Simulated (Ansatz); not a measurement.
## Band gap of Ge2SeN2 (Cmc2_1) from density functionals to GW

Aim: the gap of Ge2SeN2 (Cmc2_1) at several levels of theory on one structure, with the time that each takes.

Calculated with Ansatz 0.2.0; density functionals, hybrids and G0W0, plane waves, PAW.

This is a report of a sequence of runs, with most program output left out.

In doubt: masses and optical values from hybrid runs of this build are listed as unsure (step 7), which bears on the screening that GW takes from such a start.

**1. The starting structure**

Symmetry: Cmc2_1, No. 36, orthorhombic system. The conventional cell has a = 11.278 Å, b = 5.903 Å, c = 5.183 Å, α = 90.00°, β = 90.00°, γ = 90.00°. Nearest to Ge lie 3 N at 1.85 to 1.88 Å and 1 Se at 2.38 Å. Se has 2 Ge at 2.38 Å nearest. N has 3 Ge at 1.85 to 1.88 Å nearest. Farther neighbours and most contacts between anions are not listed.

The cell and positions are those that the Materials Project relaxed with its own functionals (PBE, PBE+U or r2SCAN), kept fixed. At the settings of the band run the largest force is still 0.08 eV/Å.

The logs state that the PAW files were generated under PBE.

**2. PBE on the 4×4×4 mesh**

Levels along a band path and on the mesh show where this functional puts the band edges.

This step: DFT, PBE, plane waves, PAW; PAW set soft_1.

File input.yaml:

```yaml
crystal:
  lattice:
    - [5.6390191657, -2.9515389733, 0.0]
    - [5.6390191657, 2.9515389733, 0.0]
    - [0.0, 0.0, 5.183237]
  atoms:
    - { symbol: Ge, position: [0.333819, 0.03403, 0.33372] }
    - { symbol: Ge, position: [0.96597, 0.666181, 0.33372] }
    - { symbol: Ge, position: [0.666181, 0.96597, 0.83372] }
    - { symbol: Ge, position: [0.03403, 0.333819, 0.83372] }
    - { symbol: Se, position: [0.289802, 0.710198, 0.174027] }
    - { symbol: Se, position: [0.710198, 0.289802, 0.674027] }
    - { symbol: "N", position: [0.346734, 0.090559, 0.681267] }
    - { symbol: "N", position: [0.909441, 0.653266, 0.681267] }
    - { symbol: "N", position: [0.653266, 0.909441, 0.181267] }
    - { symbol: "N", position: [0.090559, 0.346734, 0.181267] }
kpoints:
  mp_grid: { grid: [4, 4, 4] }
  band_path:
    path:
      - [[0.0, 0.0, 0.0], [0.5, 0.5, 0.0], [0.31849043, 0.68150957, 0.0]]
      - [[-0.31849043, 0.31849043, 0.0], [0.0, 0.0, 0.0], [0.0, 0.0, 0.5], [-0.31849043, 0.31849043, 0.5]]
      - [[0.31849043, 0.68150957, 0.5], [0.5, 0.5, 0.5], [0.5, 0.5, 0.0]]
      - [[0.0, 0.0, 0.0], [0.0, 0.5, 0.0], [0.0, 0.5, 0.5], [0.0, 0.0, 0.5], [0.5, 0.5, 0.5]]
    npoints: 10
hamiltonian:
  xc: pbe
  pseudopotentials: { kind: paw, azcp: { folder: soft_1 } }
scf:
  occupations: { method: fermi_dirac, width: 0.02 }
  n_extra_bands: 7
output:
  eigenvalues: true
  forces: true
  stress: true
  write_density: true
  write_potential: true
  elf: true
  volumetric_format: npy
```

Started as:

```console
ansatz run input.yaml --threads 2 --pin off --max-ram 92160MiB --backend cuda --events-out ev --progress --plain --runs-dir out --devices 1 --max-vram 13GiB
```

Run time: 12 s. Hardware: 1 × NVIDIA H100 80GB HBM3 (shared by 6 runs) with 2 threads of AMD EPYC 7R13 (Zen 3), shared host; peak memory 1 GiB; 14 s of CPU time.

This step gave:

```
pressure             : 0.7441 GPa
filled bands         : 54
gap                  : 1.693 eV
valence top at       : k = (0.000, 0.500, 0.400)
conduction bottom at : Γ
least direct gap     : 1.823 eV
```

Over mesh and path the gap is 1.693 eV, from k = (0.000, 0.500, 0.400) to k = Γ. The least direct gap found is 1.823 eV, at k = Γ. On the 4×4×4 mesh alone the same run gives 1.694 eV, so that mesh misses an edge of PBE: 1.694 − 1.693 = +0.001 eV.

**3. PBE+SOC on the 4×4×4 mesh**

This run has two-component orbitals with spin-orbit coupling.

This step: DFT, PBE with spin-orbit coupling, plane waves, PAW; PAW set soft_1.

File input.yaml:

```yaml
crystal:
  lattice:
    - [5.6390191657, -2.9515389733, 0.0]
    - [5.6390191657, 2.9515389733, 0.0]
    - [0.0, 0.0, 5.183237]
  atoms:
    - { symbol: Ge, position: [0.333819, 0.03403, 0.33372] }
    - { symbol: Ge, position: [0.96597, 0.666181, 0.33372] }
    - { symbol: Ge, position: [0.666181, 0.96597, 0.83372] }
    - { symbol: Ge, position: [0.03403, 0.333819, 0.83372] }
    - { symbol: Se, position: [0.289802, 0.710198, 0.174027] }
    - { symbol: Se, position: [0.710198, 0.289802, 0.674027] }
    - { symbol: "N", position: [0.346734, 0.090559, 0.681267] }
    - { symbol: "N", position: [0.909441, 0.653266, 0.681267] }
    - { symbol: "N", position: [0.653266, 0.909441, 0.181267] }
    - { symbol: "N", position: [0.090559, 0.346734, 0.181267] }
kpoints:
  mp_grid: { grid: [4, 4, 4] }
  band_path:
    path:
      - [0.0, 0.0, 0.0]
      - [0.5, 0.5, 0.0]
      - [0.31849043, 0.68150957, 0.0]
      - [-0.31849043, 0.31849043, 0.0]
      - [0.0, 0.0, 0.5]
      - [-0.31849043, 0.31849043, 0.5]
      - [0.31849043, 0.68150957, 0.5]
      - [0.5, 0.5, 0.5]
      - [0.0, 0.5, 0.4]
    npoints: 1
hamiltonian:
  xc: pbe
  pseudopotentials: { kind: paw_fr, azcp: { folder: soft_1 } }
scf:
  occupations: { method: fixed }
  n_extra_bands: 14
magnetization:
  noncollinear: true
  spin_orbit: true
output:
  eigenvalues: true
  forces: true
  stress: true
```

It took 15 s on 1 × NVIDIA H100 80GB HBM3 (shared by 6 runs) with 2 threads; peak memory 1.2 GiB; 15 s of CPU time.

Numbers from this step:

* pressure: 0.7540 GPa
* gap: 1.626 eV
* valence top at: Y
* conduction bottom at: Γ
* least direct gap: 1.794 eV

Over mesh and listed points the gap is 1.626 eV, from k = (0.500, 0.500, 0.000) to k = Γ. The least direct gap found is 1.794 eV, at k = Γ. PBE+SOC against PBE: 1.626 − 1.693 = −0.067 eV. Mesh, set of files and cutoff are the same, but the valence top lies at another k point, so this need not be the shift of one pair of states. The spin-orbit run sees mesh and listed points alone, so its gap is an upper bound: the coupling can move an edge off these points, the more so as this crystal has no centre of inversion, and the change over the zone, its sign included where it is small, is not known.

**4. r2SCAN on the 4×4×4 mesh**

r2SCAN is a meta-GGA: it depends on the kinetic-energy density as well as on the density and its gradient.

This step: DFT, r2SCAN, plane waves, PAW; PAW set soft_1.

input.yaml: that of step 3 with these lines changed.

```diff
@@ -31,10 +31,7 @@
 hamiltonian:
-  xc: pbe
-  pseudopotentials: { kind: paw_fr, azcp: { folder: soft_1 } }
+  xc: r2scan
+  pseudopotentials: { kind: paw, azcp: { folder: soft_1 } }
 scf:
   occupations: { method: fixed }
-  n_extra_bands: 14
-magnetization:
-  noncollinear: true
-  spin_orbit: true
+  n_extra_bands: 7
 output:
@@ -43 +40,5 @@
   stress: true
+  write_density: true
+  write_potential: true
+  elf: true
+  volumetric_format: npy
```

Elapsed: 7.9 s, on 1 × NVIDIA H100 80GB HBM3 (shared by 6 runs) with 2 threads; peak memory 1.3 GiB.

This step gave:

| Item | Value |
| --- | --- |
| pressure | -3.685 GPa |
| gap | 2.066 eV |
| valence top at | k = (0.000, 0.500, 0.400) |
| conduction bottom at | Γ |
| least direct gap | 2.195 eV |

Over mesh and listed points the gap is 2.066 eV, from k = (0.000, 0.500, 0.400) to k = Γ. The least direct gap found is 2.195 eV, at k = Γ. On the 4×4×4 mesh alone the same run gives 2.070 eV, so that mesh misses an edge of r2SCAN: 2.070 − 2.066 = +0.004 eV. r2SCAN against PBE: 2.066 − 1.693 = +0.373 eV. The runs also differ in plane-wave cutoff (420 eV and 500 eV), so how much of this comes from the functional alone is not known.

**5. HSE06 on the 4×4×4 mesh**

HSE06 mixes in a quarter of exact exchange at short range.

This step: DFT, HSE06, plane waves, PAW; PAW set soft_1.

input.yaml: that of step 4 with these lines changed.

```diff
@@ -31,3 +31,3 @@
 hamiltonian:
-  xc: r2scan
+  xc: hse06
   pseudopotentials: { kind: paw, azcp: { folder: soft_1 } }
@@ -38,7 +38 @@
   eigenvalues: true
-  forces: true
-  stress: true
-  write_density: true
-  write_potential: true
-  elf: true
-  volumetric_format: npy
```

It took 85 s on 1 × NVIDIA H100 80GB HBM3 (shared by 6 runs) with 2 threads; peak memory 1.9 GiB; 2.1 min of CPU time.

This step gave:

* gap: 2.745 eV
* valence top at: k = (0.250, -0.500, 0.250)
* conduction bottom at: Γ
* least direct gap: 2.897 eV
* exact-exchange fraction: 0.25

Over mesh and listed points the gap is 2.745 eV, from k = (0.250, -0.500, 0.250) to k = Γ. The least direct gap found is 2.897 eV, at k = Γ. HSE06 against PBE: 2.745 − 1.693 = +1.052 eV. Mesh, set of files and cutoff are the same, but the valence top lies at another k point, so this need not be the shift of one pair of states.

**6. G0W0@PBE, 4×4×4 mesh, 946 empty bands, screening to 180 eV, PAW set soft_1 files**

G0W0 replaces the xc potential by a self-energy built once from the orbitals of the start. Levels are corrected in the window of bands that the input names, at points of the mesh.

This step: G0W0 on PBE, plane waves, PAW; PAW set soft_1.

input.yaml: that of step 5 with these lines changed.

```diff
@@ -18,16 +18,4 @@
   mp_grid: { grid: [4, 4, 4] }
-  band_path:
-    path:
-      - [0.0, 0.0, 0.0]
-      - [0.5, 0.5, 0.0]
-      - [0.31849043, 0.68150957, 0.0]
-      - [-0.31849043, 0.31849043, 0.0]
-      - [0.0, 0.0, 0.5]
-      - [-0.31849043, 0.31849043, 0.5]
-      - [0.31849043, 0.68150957, 0.5]
-      - [0.5, 0.5, 0.5]
-      - [0.0, 0.5, 0.4]
-    npoints: 1
 hamiltonian:
-  xc: hse06
+  xc: pbe
   pseudopotentials: { kind: paw, azcp: { folder: soft_1 } }
@@ -35,4 +23,7 @@
   occupations: { method: fixed }
-  n_extra_bands: 7
-output:
-  eigenvalues: true
+gw:
+  n_empty_bands: 946
+  ecut_chi: 180.0
+  qp_bands: [v3, c3]
+  qp_kpoints: band_edges
+  screening: { model: contour_deformation }
```

Run time: 5.6 min. Hardware: 1 × NVIDIA H100 80GB HBM3 (shared by 6 runs) with 2 threads; peak memory 5.8 GiB.

Numbers from this step:

| Item | Value |
| --- | --- |
| bands summed | 1000 |
| RPA ε∞ on this mesh (eigenvalues) | 5.318, 5.472, 7.748 |
| plane waves in the screening matrix | 945 |
| G0W0 gap over the corrected points | 2.895 eV |
| k of the valence top | 0, -0.5, 0 |
| k of the conduction bottom | 0, 0, 0 |
| starting gap on the mesh | 1.694 eV |
| Z at the valence top | 0.7487 |
| Z at the conduction bottom | 0.7823 |
| least direct G0W0 gap over the corrected points | 3.034 eV |

Over 20 of 21 irreducible mesh points the G0W0 gap is 2.895 eV, from k = (0.000, -0.500, 0.000) to k = Γ. The PBE gap of this run on the mesh is 1.694 eV. Other states bound it: the two that bound the G0W0 gap lie 1.748 eV apart in PBE, so state for state the correction is 2.895 − 1.748 = +1.147 eV, while gap against gap it is 2.895 − 1.694 = +1.201 eV.

**7. G0W0@HSE06, 4×4×4 mesh, 946 empty bands, screening to 180 eV, PAW set soft_1 files**

This step: G0W0 on HSE06, plane waves, PAW; PAW set soft_1.

input.yaml: that of step 6 with these lines changed.

```diff
@@ -19,3 +19,3 @@
 hamiltonian:
-  xc: pbe
+  xc: hse06
   pseudopotentials: { kind: paw, azcp: { folder: soft_1 } }
```

Elapsed: 8.7 min, on 1 × NVIDIA H100 80GB HBM3 (shared by 6 runs) with 2 threads; peak memory 6.5 GiB; 11 min of CPU time.

Numbers from this step:

- bands summed: 1000
- RPA ε∞ on this mesh (eigenvalues): 4.220, 4.295, 5.716
- plane waves in the screening matrix: 945
- G0W0 gap over the corrected points: 3.526 eV
- k of the valence top: 0, -0.5, 0
- k of the conduction bottom: 0, 0, 0
- starting gap on the mesh: 2.745 eV
- Z at the valence top: 0.7854
- Z at the conduction bottom: 0.8139
- least direct G0W0 gap over the corrected points: 3.636 eV

Over 20 of 21 irreducible mesh points the G0W0 gap is 3.526 eV, from k = (0.000, -0.500, 0.000) to k = Γ. The HSE06 gap of this run on the mesh is 2.745 eV. Other states bound it: the two that bound the G0W0 gap lie 2.877 eV apart in HSE06, so state for state the correction is 3.526 − 2.877 = +0.649 eV, while gap against gap it is 3.526 − 2.745 = +0.781 eV. G0W0@HSE06 against G0W0@PBE with 1000 bands: 3.526 − 2.895 = +0.631 eV, with the same mesh, files and cutoffs, and both edges at the same k points.

**8. Gap and time by level**

Each gap is the least one over the points named; times are wall times on shared hosts, not benchmarks. A G0W0 time includes the run's own self-consistent start. Runs with listed points see these and the mesh alone, so an edge that moves elsewhere is missed. Rows marked * are further runs, not shown as steps, whose inputs differ from the G0W0 step on the same start in the columns given; solver thresholds can differ too.

```tsv
level	mesh	files, cutoff	bands summed, screening	points	gap (eV)	valence top	conduction bottom	least direct gap (eV)	time
PBE	4×4×4	soft_1 PAW, 420 eV	-	mesh and path	1.693	(0.000, 0.500, 0.400)	Γ	1.823	12 s
PBE+SOC	4×4×4	soft_1 PAW, 420 eV	-	mesh and listed points	1.626	(0.500, 0.500, 0.000)	Γ	1.794	15 s
r2SCAN	4×4×4	soft_1 PAW, 500 eV	-	mesh and listed points	2.066	(0.000, 0.500, 0.400)	Γ	2.195	7.9 s
HSE06	4×4×4	soft_1 PAW, 420 eV	-	mesh and listed points	2.745	(0.250, -0.500, 0.250)	Γ	2.897	85 s
G0W0@PBE*	4×4×4	soft_1 PAW, 420 eV	209, 54 eV	20 of 21 irreducible mesh points	2.891	(0.000, -0.500, 0.000)	Γ	2.997	37 s
G0W0@PBE*	4×4×4	soft_1 PAW, 420 eV	493, 108 eV	20 of 21 irreducible mesh points	2.947	(0.000, -0.500, 0.000)	Γ	3.082	2 min
G0W0@PBE	4×4×4	soft_1 PAW, 420 eV	1000, 180 eV	20 of 21 irreducible mesh points	2.895	(0.000, -0.500, 0.000)	Γ	3.034	5.6 min
G0W0@PBE*	2×2×2	soft_1 PAW, 420 eV	493, 108 eV	all 6 irreducible mesh points	2.888	(0.000, -0.500, 0.000)	Γ	3.040	14 s
G0W0@HSE06	4×4×4	soft_1 PAW, 420 eV	1000, 180 eV	20 of 21 irreducible mesh points	3.526	(0.000, -0.500, 0.000)	Γ	3.636	8.7 min
```

**9. What came out**

```
PBE, over mesh and path                                             : 1.693 eV
PBE+SOC, over mesh and listed points                                : 1.626 eV
r2SCAN, over mesh and listed points                                 : 2.066 eV
HSE06, over mesh and listed points                                  : 2.745 eV
G0W0@PBE (1000 bands, 4×4×4), over 20 of 21 irreducible mesh points : 2.895 eV
G0W0@HSE06, over 20 of 21 irreducible mesh points                   : 3.526 eV
known limits                                                        : finite bands, screening cutoff and k mesh; no spin-orbit coupling in G0W0
```

**Reading.** The rows run from 1.626 eV (PBE+SOC) to 3.526 eV (G0W0@HSE06). They differ in mesh, plane-wave cutoff, bands and screening cutoff of G0W0 and the points over which the gap was sought as well as in level, so only pairs that share these are like for like. G0W0@HSE06 against G0W0@PBE with 1000 bands: 3.526 − 2.895 = +0.631 eV, with the same mesh, files and cutoffs, and both edges at the same k points. G0W0@PBE (1000 bands, 4×4×4) moves the gap of its own start on the mesh by 2.895 − 1.694 = +1.201 eV, with other states at the edges (they lie 1.748 eV apart at the start). Over mesh and path, PBE puts the valence top at k = (0.000, 0.500, 0.400), where no G0W0 correction was computed. The G0W0 gap over the whole zone is therefore not known from this run; at its settings it can only be equal to or under the 2.895 eV found, and no correction is carried over from another point. For the start itself the gap is 1.693 eV over mesh and path and 1.694 eV on the mesh of the G0W0 run. G0W0@HSE06 moves the gap of its own start on the mesh by 3.526 − 2.745 = +0.781 eV, with other states at the edges (they lie 2.877 eV apart at the start). Both edges that HSE06 shows over mesh and listed points lie at k points where levels were corrected. G0W0 has the valence top at another k point than that. Levels at other points were not corrected, so a lower G0W0 gap elsewhere in the zone is not ruled out. What spin-orbit coupling does to the G0W0 levels was not computed, so no sum with the G0W0 gap is formed. For G0W0@PBE: from 209 bands and 54 eV to 1000 bands and 180 eV the gap moves by 2.895 − 2.891 = +0.004 eV (rung by rung 2.891, 2.947, 2.895 eV); bands and screening cutoff rise together, so their parts are not told apart. The gap turns back along the series (2.891, 2.947, 2.895 eV), so no line is drawn and the limit is not known. The other G0W0 rows are shown at one basis each (1000 bands), so their distance from the limit is not known here. With the 2×2×2 mesh in place of the 4×4×4 mesh and all else as in the G0W0@PBE row with 493 bands, the gap differs by 2.888 − 2.947 = −0.059 eV, and that of the start by 1.707 − 1.694 = +0.013 eV. The G0W0 runs are scalar-relativistic. G0W0 is shown with one set of atomic data (soft_1 PAW), so the error from the files is not known here. Failed or unusable runs of this series, left out of the table: G0W0@PBE (4×4×4 mesh, hard PAW files, 870 eV, 1402 empty bands) reached its time limit after 8.6 min.

[Paths, hosts, dates, memory and timing lines, banners, echoed tables and standing remarks are left out of the program output.]

[Logs are printed without paths, hosts, clocks, repeated set-up lines and the standing remarks that a program may print on its own settings, such as how far it seeks lower states.]

[Runs of the session that timed out or met a known fault of the program may be left out.]

[Cells called generated may have been cut or substituted from an entry of the Crystallography Open Database or the Materials Project.]

[Hosts, paths, dates, database ids (printed as entryN), source tags and the programs' standing remarks are cut or masked in the printed files.]

[Where an RPA ε∞ is given, it is that of the G0W0 mesh and is not shown converged in it. Names of k-points follow the symmetry that the program found, which can be lower than the space group named. Band edges on a path are those of the sampled points; other points can move an edge, and change direct to indirect where valleys lie close.]

[Hybrid gaps are those of their k-mesh and are not shown converged in it.]
